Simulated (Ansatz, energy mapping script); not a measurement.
# VCl2O monolayer: J from the energies of magnetic orders, part 2 of 3

Wanted: the magnetic order of VCl2O monolayer, its couplings and an estimate of its ordering temperature, by LDA+U (1.92 eV).

LDA with U = 1.92 eV on V d, ortho-atomic projectors; plane waves, U on orthogonalised atomic orbitals unless named otherwise, collinear spin, no spin–orbit coupling.

So far. Step 4 (Parallel start in cell A (8 atoms)): The run ends ferromagnetic.

## Step 5: Compensated +− start in cell A (8 atoms)

This order reverses 2 of the 2 neighbours at 3.50 Å, 0 of the 2 neighbours at 3.74 Å and 4 of the 4 neighbours at 5.12 Å, counted for an average magnetic atom.

input.yaml reads:

```yaml
crystal:
  lattice:
    - [3.73957, 0.0, 0.0]
    - [0.0, 7.00612, 0.0]
    - [0.0, 0.0, 18.309677]
  atoms:
    - { symbol: V, position: [0.062003, 0.0, 0.5], spin: 2.0 }
    - { symbol: V, position: [0.062003, 0.5, 0.5], spin: -2.0 }
    - { symbol: Cl, position: [0.004547, 0.25, 0.409619] }
    - { symbol: Cl, position: [0.004547, 0.75, 0.409619] }
    - { symbol: Cl, position: [0.004547, 0.25, 0.590381] }
    - { symbol: Cl, position: [0.004547, 0.75, 0.590381] }
    - { symbol: O, position: [0.513588, 0.0, 0.5] }
    - { symbol: O, position: [0.513588, 0.5, 0.5] }
magnetization:
  spin_polarized: true
kpoints:
  mp_grid: { grid: [9, 5, 1] }
hamiltonian:
  xc: lda
  hubbard:
    sites:
      - { species: V, l: d, u_eff: 1.92 }
      - { site: 0, l: d, u_eff: 1.92, starting_ns: [{ spin: up, occupation_matrix: v1_major }, { spin: down, occupation_matrix: v1_minor }] }
      - { site: 1, l: d, u_eff: 1.92, starting_ns: [{ spin: up, occupation_matrix: v1_minor }, { spin: down, occupation_matrix: v1_major }] }
    projectors: ortho-atomic
    occupation_matrices:
      v1_major:
        matrix:
          - [0.837, 0.0, 0.0, 0.266, 0.0]
          - [0.0, 0.306, 0.0, 0.0, 0.0]
          - [0.0, 0.0, 0.315, 0.0, 0.0]
          - [0.266, 0.0, 0.0, 0.517, 0.0]
          - [0.0, 0.0, 0.0, 0.0, 0.318]
      v1_minor:
        matrix:
          - [0.124, 0.0, 0.0, -0.105, 0.0]
          - [0.0, 0.223, 0.0, 0.0, 0.0]
          - [0.0, 0.0, 0.261, 0.0, 0.0]
          - [-0.105, 0.0, 0.0, 0.26, 0.0]
          - [0.0, 0.0, 0.0, 0.0, 0.226]
scf:
  occupations: { method: fermi_dirac, width: 0.07 }
output:
  eigenvalues: true
  write_density: true
  write_potential: true
  elf: true
  volumetric_format: npy
```

On the command line:

```bash
$ ansatz run input.yaml --threads 4 --pin off --max-ram 8192MiB --backend cpu --events-out ev --progress --plain --runs-dir out
```

Numbers of over 12 decimals in the logs are rounded to 6 here.

Output:

```text
[...]
Crystal: 8 atoms, lattice volume = 479.711 Å³
Basis set: ecut = 420 eV, 9371 PW (Γ)
Bands: 43, of which v1, the nominal top of the filled ones, is band 33 counted from 1 (32 counted from 0)
Symmetry: 4 space group operations
[...]
k-points: 15 of 45 (time reversal used)
[...]
Starting moments: Σ|m| = 4 μB on 2 of 8 sites
Starting magnetic order: antiferromagnet; a translation exchanges its spin sublattices: spin-degenerate at every k-point
[...]
SCF iter   1: F=—  HF=-11016.109101 eV  |F-HF|=—  |Δ(HF+E_count)|=         —  Δρ=4.16e-2 (↑4.16e-2 ↓4.16e-2)  dr2=2.50e1  dr2_m=2.16e0  M=0.000 μB ∫|m|=2.480 μB  β_m=0.30  ethr=3.10e-3  ⟨swp⟩=8.6  Hψ=2884  notcnv=0
[...]
SCF iter  17: F=-11011.459991 eV  HF=-11011.459991 eV  |F-HF|=6.18e-11  |Δ(HF+E_count)|=   1.14e-9  Δρ=8.73e-8 (↑8.73e-8 ↓8.73e-8)  dr2=3.49e-11  dr2_m=2.20e-11  M=0.000 μB ∫|m|=2.730 μB  ethr=4.16e-12  ⟨swp⟩=1.7  Hψ=1901  notcnv=0
SCF 1 converged in 17 iterations: F = -11011.459991 eV  dr2 = 3.49e-11
[...]
SCF converged after 17 iterations
Magnetization: 0.0000 μB (33.0000 up, 33.0000 down)
Absolute magnetization: 2.7263 μB (∫|ρ↑−ρ↓|, with the PAW one-centre terms)
[...]
Per-site moments (μB) at R_I (Å): [(0.744910, 0.696603), (-0.744910, 0.696603), (-4.5129487363742126e-18, 0.997921), (-3.7079855746889e-18, 0.997921), (-1.1346243729307156e-17, 0.997921), (9.002292839993459e-18, 0.997921), (-0.111753, 0.696603), (0.111753, 0.696603)]
Free energy (F): -11011.459991 eV
[...]
Internal energy: -11011.459952 eV  (E = F + TS)
E sigma→0 (E₀):  -11011.459972 eV
Entropy (-TS):   -0.000039 eV (-0.005 meV/atom)
Fermi energy:    -3.188545 eV
[...]
--- Specified on-site occupations, and those of the state reported ---
  electrons in the specified blocks: 6.7740 specified, 6.7781 found
[...]
--- Band table (eV; the first three rows and the last of 30) ---
  k-point 0 ↑: bands = [... 29 lower, -4.8909, -4.6890, -4.4989, -4.1759, -2.5524, -2.4601, -1.7260, -1.7198, ... 6 higher]
  k-point 1 ↑: bands = [... 29 lower, -4.8826, -4.5996, -4.5577, -4.0790, -2.5041, -2.4780, -1.7451, -1.7420, ... 6 higher]
  k-point 2 ↑: bands = [... 29 lower, -4.7614, -4.7110, -4.6702, -3.9385, -2.4902, -2.4252, -1.7786, -1.7689, ... 6 higher]
  k-point 14 ↓: bands = [... 29 lower, -5.0959, -4.9840, -4.8703, -3.9170, -1.2040, -1.1075, -1.0064, -0.9175, ... 6 higher]
Occupation matrices written to <dir>
```

It took 18 s on 4 threads of Arm Neoverse V2, shared host; peak memory 1.2 GiB.

Spin moment in the sphere by atom:

| atom | spin moment in the sphere (μB) |
| --- | --- |
| V1 | 0.745 |
| V2 | -0.745 |
| Cl3 | 0.000 |
| Cl4 | 0.000 |
| Cl5 | 0.000 |
| Cl6 | 0.000 |
| O7 | -0.112 |
| O8 | 0.112 |

The run ends antiferromagnetic, 1.06 meV a magnetic atom below the parallel order of its cell.

Spin density in the ca plane at fractional y = 0.000, with atoms of V and O within 0.2 Å of it.

Ten even steps from '0' (-0.2 e/Å³) to '9' (1.1 e/Å³), each cell a mean:
```
11111111111111111111222211111111111111111111
11111111111111111111111111111111111111111111
11111111111111111111110111111111111111111111
11111111111111111111100011111111111111111111
11111111111111111111100011111111111111111111
11111111111111111111111111111111111111111111
11111111111111111111344421111111111111111111
11111111111111111111599731111111111111111111
```
Columns run along c (18.3 Å), rows up along a (3.7 Å). Atoms in or near the plane, at fractional coordinates: V at (0.50, 0.06), O at (0.50, 0.51).

ELF in the ca plane at fractional y = 0.000, with atoms of V and O within 0.2 Å of it. It is the smooth field of the valence electrons, not physical close to the nuclei.

Values, 5 rows by 16 columns, each cell a mean:
```
0.00 0.00 0.00 0.00 0.00 0.01 0.04 0.23 0.30 0.05 0.01 0.00 0.00 0.00 0.00 0.00
0.00 0.00 0.00 0.00 0.00 0.00 0.02 0.51 0.61 0.05 0.00 0.00 0.00 0.00 0.00 0.00
0.00 0.00 0.00 0.00 0.00 0.00 0.04 0.65 0.67 0.11 0.00 0.00 0.00 0.00 0.00 0.00
0.00 0.00 0.00 0.00 0.00 0.00 0.04 0.33 0.39 0.06 0.01 0.00 0.00 0.00 0.00 0.00
0.00 0.00 0.00 0.00 0.00 0.01 0.06 0.51 0.61 0.08 0.01 0.00 0.00 0.00 0.00 0.00
```
Columns run along c (18.3 Å), rows up along a (3.7 Å). Atoms in or near the plane, at fractional coordinates: V at (0.50, 0.06), O at (0.50, 0.51).

## Step 6: Order 3: parallel, cell B of 8 atoms

The parallel order again, as the reference for this cell.

This run holds the same structure in another cell (a 3.740 → 7.479 Å, b 7.006 → 3.503 Å).

input.yaml reads:

```yaml
crystal:
  lattice:
    - [7.47914, 0.0, 0.0]
    - [0.0, 3.50306, 0.0]
    - [0.0, 0.0, 18.309677]
  atoms:
    - { symbol: V, position: [0.0310015, 0.0, 0.5], spin: 2.0 }
    - { symbol: V, position: [0.5310015, 0.0, 0.5], spin: 2.0 }
    - { symbol: Cl, position: [0.0022735, 0.5, 0.409619] }
    - { symbol: Cl, position: [0.5022735, 0.5, 0.409619] }
    - { symbol: Cl, position: [0.0022735, 0.5, 0.590381] }
    - { symbol: Cl, position: [0.5022735, 0.5, 0.590381] }
    - { symbol: O, position: [0.256794, 0.0, 0.5] }
    - { symbol: O, position: [0.756794, 0.0, 0.5] }
magnetization:
  spin_polarized: true
kpoints:
  mp_grid: { grid: [5, 10, 1] }
hamiltonian:
  xc: lda
  hubbard:
    sites:
      - { species: V, l: d, u_eff: 1.92 }
      - { site: 0, l: d, u_eff: 1.92, starting_ns: [{ spin: up, occupation_matrix: v1_major }, { spin: down, occupation_matrix: v1_minor }] }
      - { site: 1, l: d, u_eff: 1.92, starting_ns: [{ spin: up, occupation_matrix: v1_major }, { spin: down, occupation_matrix: v1_minor }] }
    projectors: ortho-atomic
    occupation_matrices:
      v1_major:
        matrix:
          - [0.837, 0.0, 0.0, 0.266, 0.0]
          - [0.0, 0.306, 0.0, 0.0, 0.0]
          - [0.0, 0.0, 0.315, 0.0, 0.0]
          - [0.266, 0.0, 0.0, 0.517, 0.0]
          - [0.0, 0.0, 0.0, 0.0, 0.318]
      v1_minor:
        matrix:
          - [0.124, 0.0, 0.0, -0.105, 0.0]
          - [0.0, 0.223, 0.0, 0.0, 0.0]
          - [0.0, 0.0, 0.261, 0.0, 0.0]
          - [-0.105, 0.0, 0.0, 0.26, 0.0]
          - [0.0, 0.0, 0.0, 0.0, 0.226]
scf:
  occupations: { method: fermi_dirac, width: 0.07 }
output:
  eigenvalues: true
```

Output:

```text
[...]
Crystal: 8 atoms, lattice volume = 479.711 Å³
Basis set: ecut = 420 eV, 9395 PW (Γ)
Bands: 43, of which v1, the nominal top of the filled ones, is band 33 counted from 1 (32 counted from 0)
Symmetry: 8 space group operations
[...]
k-points: 18 of 50 (time reversal used)
[...]
Starting moments: Σ|m| = 4 μB on 2 of 8 sites
[...]
k-point 1 ↑: bands = [... 29 lower, -4.8594, -4.7193, -4.5785, -4.2016, -4.1618, -2.5767, -2.2787, -1.1053, ... 6 higher]
  k-point 2 ↑: bands = [... 29 lower, -4.8672, -4.7309, -4.7107, -4.0034, -3.9363, -2.4788, -2.3612, -1.2674, ... 6 higher]
  k-point 17 ↓: bands = [... 29 lower, -4.8933, -4.5303, -4.5300, -1.3414, -1.2227, -0.8363, -0.8310, -0.7386, ... 6 higher]
Occupation matrices written to <dir>
[key lines of the parts left out:]
SCF converged after 17 iterations
Magnetization: 2.0000 μB (34.0000 up, 32.0000 down)
Free energy (F): -11011.457892 eV
Fermi energy:    -3.212723 eV
```

Elapsed: 31 s, on 4 threads; peak memory 1.2 GiB.

The run ends ferromagnetic. For each magnetic atom its energy differs from the parallel run of the first cell by 0.00 meV, an error that one common reference would have brought in.

## Step 7: Order 4: compensated +−, cell B of 8 atoms

This order reverses 0 of the 2 neighbours at 3.50 Å, 2 of the 2 neighbours at 3.74 Å and 4 of the 4 neighbours at 5.12 Å, counted for an average magnetic atom.

Changes to input.yaml since step 6:

```diff
@@ -7,3 +7,3 @@
     - { symbol: V, position: [0.0310015, 0.0, 0.5], spin: 2.0 }
-    - { symbol: V, position: [0.5310015, 0.0, 0.5], spin: 2.0 }
+    - { symbol: V, position: [0.5310015, 0.0, 0.5], spin: -2.0 }
     - { symbol: Cl, position: [0.0022735, 0.5, 0.409619] }
@@ -24,3 +24,3 @@
       - { site: 0, l: d, u_eff: 1.92, starting_ns: [{ spin: up, occupation_matrix: v1_major }, { spin: down, occupation_matrix: v1_minor }] }
-      - { site: 1, l: d, u_eff: 1.92, starting_ns: [{ spin: up, occupation_matrix: v1_major }, { spin: down, occupation_matrix: v1_minor }] }
+      - { site: 1, l: d, u_eff: 1.92, starting_ns: [{ spin: up, occupation_matrix: v1_minor }, { spin: down, occupation_matrix: v1_major }] }
     projectors: ortho-atomic
```

Output:

```text
[...]
Crystal: 8 atoms, lattice volume = 479.711 Å³
Basis set: ecut = 420 eV, 9395 PW (Γ)
Bands: 43, of which v1, the nominal top of the filled ones, is band 33 counted from 1 (32 counted from 0)
Symmetry: 4 space group operations
[...]
k-points: 18 of 50 (time reversal used)
[...]
Starting moments: Σ|m| = 4 μB on 2 of 8 sites
[...]
k-point 1 ↑: bands = [... 29 lower, -4.8873, -4.7307, -4.5925, -4.1772, -2.2995, -2.0162, -1.3995, -1.0916, ... 6 higher]
  k-point 2 ↑: bands = [... 29 lower, -4.8876, -4.7514, -4.7039, -3.9674, -2.2297, -2.0950, -1.2438, -1.0893, ... 6 higher]
  k-point 17 ↓: bands = [... 29 lower, -4.8829, -4.5254, -4.4790, -4.0307, -1.8412, -1.7727, -1.0063, -1.0000, ... 6 higher]
Occupation matrices written to <dir>
[key lines of the parts left out:]
SCF converged after 17 iterations
Magnetization: 0.0000 μB (33.0000 up, 33.0000 down)
Free energy (F): -11011.449980 eV
Fermi energy:    -3.096958 eV
```

Wall time 17 s (4 threads); peak memory 1.1 GiB.

The run ends antiferromagnetic, 3.94 meV a magnetic atom above the parallel order of its cell.

## Step 8: Run 5 (parallel; cell C, 8 atoms)

The parallel order again, as the reference for this cell.

This run holds the same structure in another cell (a 7.479 → 5.124 Å, b 3.503 → 7.006 Å, γ 90.0 → 46.9°).

input.yaml reads:

```yaml
crystal:
  lattice:
    - [3.73957, 3.50306, 0.0]
    - [0.0, 7.00612, 0.0]
    - [0.0, 0.0, 18.309677]
  atoms:
    - { symbol: V, position: [0.062003, 0.9689985, 0.5], spin: 2.0 }
    - { symbol: V, position: [0.062003, 0.4689985, 0.5], spin: 2.0 }
    - { symbol: Cl, position: [0.004547, 0.2477265, 0.409619] }
    - { symbol: Cl, position: [0.004547, 0.7477265, 0.409619] }
    - { symbol: Cl, position: [0.004547, 0.2477265, 0.590381] }
    - { symbol: Cl, position: [0.004547, 0.7477265, 0.590381] }
    - { symbol: O, position: [0.513588, 0.743206, 0.5] }
    - { symbol: O, position: [0.513588, 0.243206, 0.5] }
magnetization:
  spin_polarized: true
kpoints:
  mp_grid: { grid: [9, 9, 1] }
hamiltonian:
  xc: lda
  hubbard:
    sites:
      - { species: V, l: d, u_eff: 1.92 }
      - { site: 0, l: d, u_eff: 1.92, starting_ns: [{ spin: up, occupation_matrix: v1_major }, { spin: down, occupation_matrix: v1_minor }] }
      - { site: 1, l: d, u_eff: 1.92, starting_ns: [{ spin: up, occupation_matrix: v1_major }, { spin: down, occupation_matrix: v1_minor }] }
    projectors: ortho-atomic
    occupation_matrices:
      v1_major:
        matrix:
          - [0.837, 0.0, 0.0, 0.266, 0.0]
          - [0.0, 0.306, 0.0, 0.0, 0.0]
          - [0.0, 0.0, 0.315, 0.0, 0.0]
          - [0.266, 0.0, 0.0, 0.517, 0.0]
          - [0.0, 0.0, 0.0, 0.0, 0.318]
      v1_minor:
        matrix:
          - [0.124, 0.0, 0.0, -0.105, 0.0]
          - [0.0, 0.223, 0.0, 0.0, 0.0]
          - [0.0, 0.0, 0.261, 0.0, 0.0]
          - [-0.105, 0.0, 0.0, 0.26, 0.0]
          - [0.0, 0.0, 0.0, 0.0, 0.226]
scf:
  occupations: { method: fermi_dirac, width: 0.07 }
output:
  eigenvalues: true
```

Output:

```text
[...]
Crystal: 8 atoms, lattice volume = 479.711 Å³
Basis set: ecut = 420 eV, 9435 PW (Γ)
Bands: 43, of which v1, the nominal top of the filled ones, is band 33 counted from 1 (32 counted from 0)
Symmetry: 8 space group operations
[...]
k-points: 25 of 81 (time reversal used)
[...]
Starting moments: Σ|m| = 4 μB on 2 of 8 sites
[...]
k-point 1 ↑: bands = [... 29 lower, -4.8284, -4.6940, -4.6339, -4.2584, -4.0003, -2.5403, -2.2359, -1.0797, ... 6 higher]
  k-point 2 ↑: bands = [... 29 lower, -4.7669, -4.6775, -4.6321, -4.1605, -3.9503, -2.3594, -2.1950, -1.2002, ... 6 higher]
  k-point 24 ↓: bands = [... 29 lower, -4.9730, -4.7219, -4.5229, -1.9654, -1.5586, -1.4480, -0.8701, -0.3999, ... 6 higher]
Occupation matrices written to <dir>
[key lines of the parts left out:]
SCF converged after 17 iterations
Magnetization: 2.0000 μB (34.0000 up, 32.0000 down)
Free energy (F): -11011.457885 eV
Fermi energy:    -3.210070 eV
```

Elapsed: 50 s, on 4 threads; peak memory 1.4 GiB.

The run ends ferromagnetic. For each magnetic atom its energy differs from the parallel run of the first cell by 0.00 meV, an error that one common reference would have brought in.

## Step 9: Compensated +− start in cell C (8 atoms)

This order reverses 2 of the 2 neighbours at 3.50 Å, 2 of the 2 neighbours at 3.74 Å and 0 of the 4 neighbours at 5.12 Å, counted for an average magnetic atom.

Changes to input.yaml since step 8:

```diff
@@ -7,3 +7,3 @@
     - { symbol: V, position: [0.062003, 0.9689985, 0.5], spin: 2.0 }
-    - { symbol: V, position: [0.062003, 0.4689985, 0.5], spin: 2.0 }
+    - { symbol: V, position: [0.062003, 0.4689985, 0.5], spin: -2.0 }
     - { symbol: Cl, position: [0.004547, 0.2477265, 0.409619] }
@@ -24,3 +24,3 @@
       - { site: 0, l: d, u_eff: 1.92, starting_ns: [{ spin: up, occupation_matrix: v1_major }, { spin: down, occupation_matrix: v1_minor }] }
-      - { site: 1, l: d, u_eff: 1.92, starting_ns: [{ spin: up, occupation_matrix: v1_major }, { spin: down, occupation_matrix: v1_minor }] }
+      - { site: 1, l: d, u_eff: 1.92, starting_ns: [{ spin: up, occupation_matrix: v1_minor }, { spin: down, occupation_matrix: v1_major }] }
     projectors: ortho-atomic
```

Output:

```text
[...]
Crystal: 8 atoms, lattice volume = 479.711 Å³
Basis set: ecut = 420 eV, 9435 PW (Γ)
Bands: 43, of which v1, the nominal top of the filled ones, is band 33 counted from 1 (32 counted from 0)
Symmetry: 4 space group operations
[...]
k-points: 25 of 81 (time reversal used)
[...]
Starting moments: Σ|m| = 4 μB on 2 of 8 sites
[...]
k-point 1 ↑: bands = [... 29 lower, -4.8529, -4.6781, -4.6609, -4.1496, -2.2858, -1.9824, -1.2338, -0.9778, ... 6 higher]
  k-point 2 ↑: bands = [... 29 lower, -4.7704, -4.7032, -4.6635, -4.0610, -2.1431, -1.9510, -1.1292, -1.0729, ... 6 higher]
  k-point 24 ↓: bands = [... 29 lower, -4.9761, -4.7125, -4.5174, -4.1537, -2.4107, -1.9983, -1.2845, -0.9770, ... 6 higher]
Occupation matrices written to <dir>
[key lines of the parts left out:]
SCF converged after 17 iterations
Magnetization: 0.0000 μB (33.0000 up, 33.0000 down)
Free energy (F): -11011.460052 eV
Fermi energy:    -3.112672 eV
```

Run time: 25 s. Hardware: 4 threads; peak memory 1.3 GiB.

The run ends antiferromagnetic, 1.10 meV a magnetic atom below the parallel order of its cell.

[end of part 2 of 3]

[Logs and program files are shortened in this print: banners, set-up blocks, solver, clock and traceback lines can be left out without a mark of their own.]

[Logs are printed without paths, hosts, clocks, repeated set-up lines and the standing remarks that a program may print on its own settings, such as how far it seeks lower states.]

[Hosts, paths, dates, database ids (printed as entryN), source tags and the programs' standing remarks are cut or masked in the printed files.]

[Where a cell is said to come from a database of computed structures, the database is the Materials Project.]
